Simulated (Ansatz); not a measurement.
# How fast states decay through KMgIF2

Wanted: the relaxed cell of KMgIF2, its band edges and its decay constants. It is built by putting I for part of the F in the KMgF3 structure of space group Pm-3m, with the volume rescaled by atomic radii. The parent structure comes from the Materials Project.

Main program and level: Ansatz 0.2.0; r2SCAN DFT, plane waves, PAW files, in the first sound run; inputs show where later runs differ.

The structure was built from a prototype and need not be the compound's stable phase.

## Step 1: The structure

It takes space group P4/mmm (No. 123, tetragonal). The conventional cell has a = 4.288 Å, b = 4.288 Å, c = 4.288 Å, α = 90.00°, β = 90.00°, γ = 90.00°. K has 8 F at 3.03 Å and 4 I at 3.03 Å nearest. Nearest to Mg lie 4 F at 2.14 Å and 2 I at 2.14 Å. Nearest to F lie 2 Mg at 2.14 Å and 4 K at 3.03 Å. I has 2 Mg at 2.14 Å and 4 K at 3.03 Å nearest. It derives from KMgF3. I for part of the F in the KMgF3 structure of space group Pm-3m. Farther neighbours and most contacts between anions are not listed.

## Step 2: Cell and atoms at rest

The substituted atoms don't fit the parent's cell, so cell and atoms relax together. A small smearing keeps the run stable in case the gap closes on the way.

input.yaml

```yaml
crystal:
  lattice:
    - [4.2884320363, 0.0, 0.0]
    - [0.0, 4.2884320363, 0.0]
    - [0.0, 0.0, 4.2884320363]
  atoms:
    - { symbol: K, position: [0.5, 0.5, 0.5] }
    - { symbol: Mg, position: [0.0, 0.0, 0.0] }
    - { symbol: F, position: [0.0, 0.5, 0.0] }
    - { symbol: F, position: [0.0, 0.0, 0.5] }
    - { symbol: I, position: [0.5, 0.0, 0.0] }
kpoints:
  mp_grid: { grid: [6, 6, 6] }
scf:
  occupations: { method: gaussian, width: 0.03 }
hamiltonian:
  xc: r2scan
output:
  forces: true
  stress: true
relax:
  f_tol: 0.02
  max_steps: 60
  cell: {}
```

On the command line:

```bash
$ ansatz run input.yaml --threads 2 --pin off --max-ram 4096MiB --backend cpu --events-out ev --progress --plain --runs-dir out
```

Numbers of over 12 decimals in the logs are rounded to 6 here.

Output:

```text
Engine: ansatz 0.2.0, aarch64-unknown-linux-gnu
Pseudopotentials: kind: paw
Pseudopotential: K, paw, valence charge 9, recommended cutoff 500 eV (meta_gga), K.paw.azcp
Pseudopotential: Mg, paw, valence charge 10, recommended cutoff 500 eV (meta_gga), Mg.paw.azcp
Pseudopotential: F, paw, valence charge 7, recommended cutoff 500 eV (meta_gga), F.paw.azcp
Pseudopotential: I, paw, valence charge 17, recommended cutoff 500 eV (meta_gga), I.paw.azcp
Functional definition: r2SCAN
  parameter k0 = 0.174
  parameter k1 = 0.065
  parameter a1 = 4.9479
  exchange = r2scan_x(k0 = k0, k1 = k1, a1 = a1)
  correlation = r2scan_c
Crystal: 5 atoms, lattice volume = 78.867 Å³
Basis set: ecut = 500 eV, 2007 PW (Γ), exchange–correlation on 128×128×128 points (64 copies of the dense FFT grid, shifted against one another)
Bands: 30, of which v1, the nominal top of the filled ones, is band 25 counted from 1 (24 counted from 0)
Symmetry: 16 space group operations
Space group: P4/mmm (ITA 123), of the structure as read, at distance tolerance 4.3e-5 Å
k-points: 40 of 216
Non-local potential: K, projectors of the file, l = 0: 3, l = 1: 2, l = 2: 2
Non-local potential: Mg, projectors of the file, l = 0: 3, l = 1: 2, l = 2: 1
Non-local potential: F, projectors of the file, l = 0: 2, l = 1: 2, l = 2: 1
Non-local potential: I, projectors of the file, l = 0: 2, l = 1: 2, l = 2: 2, l = 3: 2
PAW form: soft (Blöchl's): semilocal exchange-correlation on the pseudo side does not see the compensation charge
PAW frozen core: K, regenerated for the run's functional (the file was generated under x = pbe(κ = 0.804, μ = 0.219515), c = pbe(β = 0.066725))
PAW frozen core: Mg, regenerated for the run's functional (the file was generated under x = pbe(κ = 0.804, μ = 0.219515), c = pbe(β = 0.066725))
PAW frozen core: F, regenerated for the run's functional (the file was generated under x = pbe(κ = 0.804, μ = 0.219515), c = pbe(β = 0.066725))
PAW frozen core: I, regenerated for the run's functional (the file was generated under x = pbe(κ = 0.804, μ = 0.219515), c = pbe(β = 0.066725))
PAW one-centre angular grid: K, 302 points (default); XC on 160 Gauss nodes
PAW one-centre angular grid: Mg, 302 points (default); XC on 224 Gauss nodes
PAW one-centre angular grid: F, 302 points (default); XC on 160 Gauss nodes
PAW one-centre angular grid: I, 590 points (default); XC on 160 Gauss nodes
Initial density: superposition of atomic densities (neutral atoms: chi_scale 0, normalization atom), corrected by the library's trained network
Initial wavefunctions: pseudopotential atomic-orbital guess
Functional: x = r2scan, c = r2scan; τ floored in thin density (d = 2e-4 eV/Å³)
SCF iter   1: F=—  HF=-12618.857808 eV  |F-HF|=—  |Δ(HF+E_count)|=         —  Δρ=8.25e-3  dr2=4.09e-2  dr2_τ=7.56e-2  ethr=1.77e-3  ⟨swp⟩=8.9  Hψ=6305  notcnv=0
preconditioner: auto → Resta (q_TF=auto, 2.529 Å⁻¹)  ε∞=2.9  [insulator: Δε(μ)=5.928 eV  Ē_g=16.657 eV  σ=0.030 eV  W_gap=1.00  n_scr=18 (ndim 8)  ℏωp=22.9 eV  f_vac=0.035  D(μ)=0.00/eV (n_scr^D=0)  ε∞_Penn≈2.9]
SCF iter   2: F=—  HF=-12618.987739 eV  |F-HF|=—  |Δ(HF+E_count)|=   1.30e-1  Δρ=3.76e-3  dr2=5.33e-3  dr2_τ=7.25e-4  ethr=8.19e-5  ⟨swp⟩=3.0  Hψ=2757  notcnv=0  defer=40
SCF iter   3: F=—  HF=-12618.987948 eV  |F-HF|=—  |Δ(HF+E_count)|=   2.09e-4  Δρ=1.28e-3  dr2=8.99e-4  dr2_τ=8.41e-5  ethr=1.07e-5  ⟨swp⟩=2.0  Hψ=2079  notcnv=0
automatic band count: iteration 3 solves 29 bands in place of 30: the levels show a gap, and the empty bands left out lie too high to hold charge; the band table lists the bands solved (type scf.n_extra_bands for more)
SCF iter   4: F=—  HF=-12618.987369 eV  |F-HF|=—  |Δ(HF+E_count)|=   5.79e-4  Δρ=3.39e-4  dr2=4.03e-5  dr2_τ=7.35e-6  ethr=1.80e-6  ⟨swp⟩=2.0  Hψ=1644  notcnv=0
SCF iter   5: F=—  HF=-12618.987371 eV  |F-HF|=—  |Δ(HF+E_count)|=   2.43e-6  Δρ=6.29e-5  dr2=2.30e-6  dr2_τ=3.90e-7  ethr=8.05e-8  ⟨swp⟩=2.0  Hψ=1737  notcnv=0
SCF iter   6: F=-12618.987372 eV  HF=-12618.987372 eV  |F-HF|=4.05e-8  |Δ(HF+E_count)|=   1.07e-6  Δρ=1.19e-5  dr2=8.22e-8  dr2_τ=1.22e-8  ethr=2.00e-10  ⟨swp⟩=3.0  Hψ=5096  notcnv=0
SCF 1 converged in 6 iterations: F = -12618.987372 eV  dr2 = 8.22e-8
  greatest PAW one-centre occupation: 1.000 electrons in one spin orbital (limit 2), on the Mg atom at site 1 (counted from 0), in its partial waves of l = 0
relax step   1: F+E_penalty+E_count = -12618.98737228 eV  Δ(F+E_penalty+E_count) = +0.000e0 eV  max|allowed force component| = 9.309e-30 eV/Å  Δτ_max = 0.0000 Å  P = +32.963 GPa  Ω = 78.867 Å³  (6 SCF iters, dr2 threshold 1.00e-7 eV, accepted)
Crystal: 5 atoms, lattice volume = 83.818 Å³
Basis set: ecut = 500 eV, 2113 PW (Γ), exchange–correlation on 128×128×128 points (64 copies of the dense FFT grid, shifted against one another)
Initial density: handed on by an earlier stage of this run
Initial wavefunctions: those handed on with the density
iter 1 solved again at ethr=1.33e-4 eV; its pass at ethr=3.10e-3 eV (dr2=6.63e-2 eV) is discarded
SCF iter   1: F=—  HF=-12620.477056 eV  |F-HF|=—  |Δ(HF+E_count)|=         —  Δρ=7.77e-3  dr2=6.70e-2  dr2_τ=1.01e-1  ethr=1.33e-4  ⟨swp⟩=1.9  Hψ=7243  notcnv=0
automatic band count: iteration 1 solves 29 bands in place of 30: the levels show a gap, and the empty bands left out lie too high to hold charge; the band table lists the bands solved (type scf.n_extra_bands for more)
preconditioner: auto → Resta (q_TF=auto, 2.503 Å⁻¹)  ε∞=2.9  [insulator: Δε(μ)=5.810 eV  Ē_g=15.950 eV  σ=0.030 eV  W_gap=1.00  n_scr=26 (ndim 8)  ℏωp=22.2 eV  f_vac=0.048  D(μ)=0.00/eV (n_scr^D=0)  ε∞_Penn≈2.9]
SCF iter   2: F=—  HF=-12620.641294 eV  |F-HF|=—  |Δ(HF+E_count)|=   1.64e-1  Δρ=4.25e-3  dr2=1.32e-2  dr2_τ=9.48e-4  ethr=1.33e-4  ⟨swp⟩=3.8  Hψ=2179  notcnv=0
SCF iter   3: F=—  HF=-12620.637263 eV  |F-HF|=—  |Δ(HF+E_count)|=   4.03e-3  Δρ=1.43e-3  dr2=3.02e-3  dr2_τ=1.17e-4  ethr=2.63e-5  ⟨swp⟩=2.1  Hψ=1817  notcnv=0
SCF iter   4: F=—  HF=-12620.636272 eV  |F-HF|=—  |Δ(HF+E_count)|=   9.90e-4  Δρ=3.47e-4  dr2=1.05e-4  dr2_τ=6.72e-6  ethr=6.04e-6  ⟨swp⟩=2.1  Hψ=1806  notcnv=0
SCF iter   5: F=—  HF=-12620.636301 eV  |F-HF|=—  |Δ(HF+E_count)|=   2.89e-5  Δρ=9.81e-5  dr2=8.07e-6  dr2_τ=1.16e-6  ethr=2.11e-7  ⟨swp⟩=2.0  Hψ=1960  notcnv=0
SCF iter   6: F=—  HF=-12620.636304 eV  |F-HF|=—  |Δ(HF+E_count)|=   2.24e-6  Δρ=2.85e-5  dr2=6.51e-7  dr2_τ=3.46e-8  ethr=1.61e-8  ⟨swp⟩=2.4  Hψ=2127  notcnv=0
SCF iter   7: F=-12620.636304 eV  HF=-12620.636304 eV  |F-HF|=6.44e-10  |Δ(HF+E_count)|=   1.16e-7  Δρ=5.97e-6  dr2=3.46e-8  dr2_τ=1.29e-9  ethr=1.00e-9  ⟨swp⟩=4.3  Hψ=4094  notcnv=0
[...]
SCF iter   5: F=—  HF=-12621.701961 eV  |F-HF|=—  |Δ(HF+E_count)|=   2.65e-5  Δρ=9.19e-5  dr2=8.17e-6  dr2_τ=1.17e-6  ethr=2.00e-7  ⟨swp⟩=2.0  Hψ=1899  notcnv=0
SCF iter   6: F=—  HF=-12621.701962 eV  |F-HF|=—  |Δ(HF+E_count)|=   1.02e-6  Δρ=2.97e-5  dr2=8.50e-7  dr2_τ=3.40e-8  ethr=1.63e-8  ⟨swp⟩=2.0  Hψ=2119  notcnv=0
SCF iter   7: F=-12621.701962 eV  HF=-12621.701962 eV  |F-HF|=1.77e-8  |Δ(HF+E_count)|=   1.49e-7  Δρ=8.32e-6  dr2=8.11e-8  dr2_τ=3.30e-9  ethr=1.00e-9  ⟨swp⟩=4.3  Hψ=4308  notcnv=0
SCF 3 converged in 7 iterations: F = -12621.701962 eV  dr2 = 8.11e-8
relax step   3: F+E_penalty+E_count = -12621.70196188 eV  Δ(F+E_penalty+E_count) = -1.066e0 eV  max|allowed force component| = 2.019e-29 eV/Å  Δτ_max = 0.0000 Å  P = +13.553 GPa  Ω = 88.852 Å³  energy of the carried Pulay correction = -4.001e-3 eV  (7 SCF iters, dr2 threshold 5.00e-7 eV, accepted)
[... from here on, the SCF cycles and remarks between the steps are left out ...]
relax step   4: F+E_penalty+E_count = -12622.38103300 eV  Δ(F+E_penalty+E_count) = -6.791e-1 eV  max|allowed force component| = 1.996e-29 eV/Å  Δτ_max = 0.0000 Å  P = +7.988 GPa  Ω = 93.557 Å³  energy of the carried Pulay correction = -5.624e-3 eV  (7 SCF iters, dr2 threshold 5.00e-7 eV, accepted)
relax step   5: F+E_penalty+E_count = -12622.77197566 eV  Δ(F+E_penalty+E_count) = -3.909e-1 eV  max|allowed force component| = 9.787e-30 eV/Å  Δτ_max = 0.0000 Å  P = +3.767 GPa  Ω = 98.455 Å³  energy of the carried Pulay correction = -7.171e-3 eV  (7 SCF iters, dr2 threshold 5.00e-7 eV, accepted)
relax step   6: F+E_penalty+E_count = -12622.94823000 eV  Δ(F+E_penalty+E_count) = -1.763e-1 eV  max|allowed force component| = 5.049e-30 eV/Å  Δτ_max = 0.0000 Å  P = +0.802 GPa  Ω = 102.680 Å³  energy of the carried Pulay correction = -8.391e-3 eV  (6 SCF iters, dr2 threshold 5.00e-7 eV, accepted)
relax step   7: F+E_penalty+E_count = -12622.97708689 eV  Δ(F+E_penalty+E_count) = -2.886e-2 eV  max|allowed force component| = 4.339e-30 eV/Å  Δτ_max = 0.0000 Å  P = +0.150 GPa  Ω = 103.332 Å³  energy of the carried Pulay correction = -8.536e-3 eV  (6 SCF iters, dr2 threshold 5.00e-7 eV, accepted)
relax step   8: F+E_penalty+E_count = -12622.97757722 eV  Δ(F+E_penalty+E_count) = -4.903e-4 eV  max|allowed force component| = 4.497e-30 eV/Å  Δτ_max = 0.0000 Å  P = -0.029 GPa  Ω = 103.706 Å³  energy of the carried Pulay correction = -8.648e-3 eV  (5 SCF iters, dr2 threshold 2.48e-7 eV, accepted)
relax step   9: F+E_penalty+E_count = -12623.09102922 eV  Δ(F+E_penalty+E_count) = -1.135e-1 eV  max|allowed force component| = 7.021e-30 eV/Å  Δτ_max = 0.0000 Å  P = +1.375 GPa  Ω = 103.706 Å³  stress off target by 3.50e0 GPa  SCF on the basis re-selected at this cell (its energy is not comparable with the rows above)  (8 SCF iters)
relax step  10: F+E_penalty+E_count = -12623.12669402 eV  Δ(F+E_penalty+E_count) = -3.566e-2 eV  max|allowed force component| = 4.228e-29 eV/Å  Δτ_max = 0.0000 Å  P = +0.666 GPa  Ω = 105.766 Å³  energy of the carried Pulay correction = -6.620e-4 eV  (6 SCF iters, dr2 threshold 5.00e-7 eV, accepted)
relax step  11: F+E_penalty+E_count = -12623.13842934 eV  Δ(F+E_penalty+E_count) = -1.174e-2 eV  max|allowed force component| = 3.566e-29 eV/Å  Δτ_max = 0.0000 Å  P = +0.127 GPa  Ω = 107.663 Å³  energy of the carried Pulay correction = -1.253e-3 eV  (6 SCF iters, dr2 threshold 5.00e-7 eV, accepted)
relax step  12: F+E_penalty+E_count = -12623.13894171 eV  Δ(F+E_penalty+E_count) = -5.124e-4 eV  max|allowed force component| = 2.477e-29 eV/Å  Δτ_max = 0.0000 Å  P = +0.017 GPa  Ω = 108.132 Å³  energy of the carried Pulay correction = -1.397e-3 eV  (5 SCF iters, dr2 threshold 2.98e-7 eV, accepted)
iter 1 solved again at ethr=1.62e-7 eV; its pass at ethr=3.10e-3 eV (dr2=8.12e-5 eV) is discarded
SCF iter   1: F=—  HF=-12623.139630 eV  |F-HF|=—  |Δ(HF+E_count)|=         —  Δρ=1.95e-4  dr2=1.80e-6  dr2_τ=5.26e-6  ethr=1.62e-7  ⟨swp⟩=3.8  Hψ=9371  notcnv=0
preconditioner: auto → Resta (q_TF=auto, 2.399 Å⁻¹)  ε∞=3.0  [insulator: Δε(μ)=4.751 eV  Ē_g=12.822 eV  σ=0.030 eV  W_gap=1.00  n_scr=28 (ndim 8)  ℏωp=18.2 eV  f_vac=0.114  D(μ)=0.00/eV (n_scr^D=0)  ε∞_Penn≈3.0]
SCF iter   2: F=—  HF=-12623.140021 eV  |F-HF|=—  |Δ(HF+E_count)|=   3.90e-4  Δρ=9.94e-5  dr2=5.29e-7  dr2_τ=5.68e-6  ethr=3.60e-9  ⟨swp⟩=2.0  Hψ=1847  notcnv=0
SCF iter   3: F=—  HF=-12623.140066 eV  |F-HF|=—  |Δ(HF+E_count)|=   4.56e-5  Δρ=1.81e-5  dr2=1.23e-7  dr2_τ=7.49e-8  ethr=1.06e-9  ⟨swp⟩=2.0  Hψ=1800  notcnv=0
SCF iter   4: F=—  HF=-12623.140067 eV  |F-HF|=—  |Δ(HF+E_count)|=   4.36e-7  Δρ=2.38e-6  dr2=4.12e-9  dr2_τ=1.41e-9  ethr=2.46e-10  ⟨swp⟩=2.0  Hψ=1755  notcnv=0
SCF iter   5: F=—  HF=-12623.140067 eV  |F-HF|=—  |Δ(HF+E_count)|=   1.05e-8  Δρ=8.51e-7  dr2=7.05e-10  dr2_τ=7.21e-11  ethr=8.24e-12  ⟨swp⟩=2.2  Hψ=1852  notcnv=0
SCF iter   6: F=-12623.140067 eV  HF=-12623.140067 eV  |F-HF|=3.64e-12  |Δ(HF+E_count)|=  5.17e-10  Δρ=1.33e-7  dr2=3.64e-11  dr2_τ=1.12e-12  ethr=1.00e-12  ⟨swp⟩=4.0  Hψ=4967  notcnv=0
SCF 13 converged in 6 iterations: F = -12623.140067 eV  dr2 = 3.64e-11
relax step  13: F+E_penalty+E_count = -12623.14006657 eV  Δ(F+E_penalty+E_count) = -1.125e-3 eV  max|allowed force component| = 2.319e-29 eV/Å  Δτ_max = 0.0000 Å  P = +0.008 GPa  Ω = 108.132 Å³  stress off target by 3.07e-2 GPa  SCF on the basis re-selected at this cell (its energy is not comparable with the rows above)  (6 SCF iters)
basis re-selected at this cell: Δ(F+E_penalty+E_count) = -1.125e-3 eV, ΔP = -0.009 GPa vs the last step (what re-selecting the basis moved, of the pressure what is left beyond the Pulay correction that the steps carried, after the strain that the cell walked since its last selection, with what the two solves' SCF thresholds leave and, on support functions, any second-order correction that the steps lacked; it is no m [...]
SCF converged after 6 iterations
Free energy (F): -12623.140067 eV
Harris-Foulkes:  -12623.140067 eV  (|F-HF|=3.64e-12)
Internal energy: -12623.140067 eV  (E = F + TS)
E sigma→0 (E₀):  -12623.140067 eV
Fermi energy:    5.515445 eV
--- Per-component energies (eV) ---
  E_band       = -954.730616
  E_kinetic    = 937.144737
  E_local      = -5416.248627  (includes V_loc(G=0)·N_el)
  E_nonlocal   = 163.709121
  E_hartree    = 2280.258336
  E_xc         = -442.719844
  E_vxc        = -601.555681  (∫ρ·V_xc dr)
  E_paw        = -6330.396504  (= ΣΔE_a)
  E_vpaw       = -637.990028  (= ΣTr[D̂ρ^β])
  E_aug_tail   = 0.002059  (compensation charges beyond the density's cutoff)
  E_vtau       = 39.691119  (kinetic-family band-sum trace: ∫τ·v_τ [+ j·A + Jᵃ·Aᵃ] dr)
  E_ewald      = -3814.677221
  E_core_change = -0.212123  (= ΣΔE_core)
  E_smearing   = -0.000000  (= −TS)
  E_closure    = -0.000000  (closes the sum)
  Σ components = -12623.140067   (vs F -12623.140067, Δ=0.00e0)
--- Forces (eV/Å), atoms counted from 1 ---
  atom   1  K      0.00000000    -0.00000000     0.00000000
  atom   2  Mg     0.00000000    -0.00000000     0.00000000
  atom   3  F     -0.00000000     0.00000000     0.00000000
  atom   4  F      0.00000000     0.00000000     0.00000000
  atom   5  I      0.00000000     0.00000000     0.00000000
  max |Σ_I F_I| component: 2.27e-29 eV/Å
--- Stress (GPa, compression-positive) ---
        0.030699      -0.000000      -0.000000
       -0.000000      -0.003225       0.000000
       -0.000000       0.000000      -0.003225
  P = ⅓ Tr σ = 0.0081 GPa (0.081 kbar)
--- Relaxed structure (11 steps of the walk, 11 accepted, 2 SCFs on fresh bases) ---
  F+E_penalty+E_count = -12623.14006657 eV   max|allowed force component| = 2.319e-29 eV/Å   (the final SCF, on the basis selected at the relaxed cell)
  cell:  # Å, volume = 108.1325 Å³
    - [5.745989, 0, 0.0]
    - [0, 4.338062, 0]
    - [0.0, 0, 4.338062]
  atoms:
    - { symbol: K, position: [0.5, 0.500000, 0.500000] }
    - { symbol: Mg, position: [0, 0, 0.0] }
    - { symbol: F, position: [0, 0.500000, 0.0] }
    - { symbol: F, position: [0, 0, 0.500000] }
    - { symbol: I, position: [0.5, 0, 0] }
```

It took 79 s on 2 threads of Arm Neoverse V2, shared host; peak memory 0.66 GiB; 2.6 min of CPU time.

The steps of the relaxation:

```
step  energy less that of the first step (eV)  largest force component (eV/Å)  pressure (GPa)  volume (Å³)
   1                                   0.0000                          0.0000           32.96        78.87
   2                                  -1.6489                          0.0000           21.59        83.82
   3                                  -2.7146                          0.0000           13.55        88.85
   4                                  -3.3937                          0.0000            7.99        93.56
   5                                  -3.7846                          0.0000            3.77        98.45
   6                                  -3.9609                          0.0000            0.80       102.68
   7                                  -3.9897                          0.0000            0.15       103.33
   8                                  -3.9902                          0.0000           -0.03       103.71
  9*                                  -4.1037                          0.0000            1.37       103.71
  10                                  -4.1393                          0.0000            0.67       105.77
  11                                  -4.1511                          0.0000            0.13       107.66
  12                                  -4.1516                          0.0000            0.02       108.13
 13*                                  -4.1527                          0.0000            0.01       108.13
```

Relaxation steps marked * repeat the geometry before them on a plane-wave basis chosen anew for their cell, so energy and pressure can jump there.

Forces are held to the 16 operations that the run works with; a distortion that breaks them can't arise in this run.

| cell as run | before | after | change |
| --- | --- | --- | --- |
| a (Å) | 4.288 | 5.746 | +34.0 % |
| b (Å) | 4.288 | 4.338 | +1.2 % |
| c (Å) | 4.288 | 4.338 | +1.2 % |
| volume (Å³/atom) | 15.77 | 21.63 | +37.1 % |

The relaxed structure:

```cif
data_structure
_symmetry_space_group_name_H-M 'P 1'
_symmetry_Int_Tables_number 1
_cell_length_a 5.7460
_cell_length_b 4.3381
_cell_length_c 4.3381
_cell_angle_alpha 90.000
_cell_angle_beta 90.000
_cell_angle_gamma 90.000
_cell_volume 108.13
loop_
_atom_site_label
_atom_site_type_symbol
_atom_site_fract_x
_atom_site_fract_y
_atom_site_fract_z
_atom_site_occupancy
K1 K 0.50000 0.50000 0.50000 1
Mg2 Mg 0.00000 0.00000 0.00000 1
F3 F 0.00000 0.50000 0.00000 1
F4 F 0.00000 0.00000 0.50000 1
I5 I 0.50000 0.00000 0.00000 1
```

This step gave:

* free energy: -12623.1401 eV
* Fermi energy: 5.515 eV
* pressure: 0.008083 GPa

The largest force component on a free atom ends at 2.3e-29 eV/Å.

(Part 1 of 3 ends here.)

[Logs are printed without paths, hosts, clocks, repeated set-up lines and the standing remarks that a program may print on its own settings, such as how far it seeks lower states.]

[Hosts, paths, dates, database ids (printed as entryN), source tags and the programs' standing remarks are cut or masked in the printed files.]
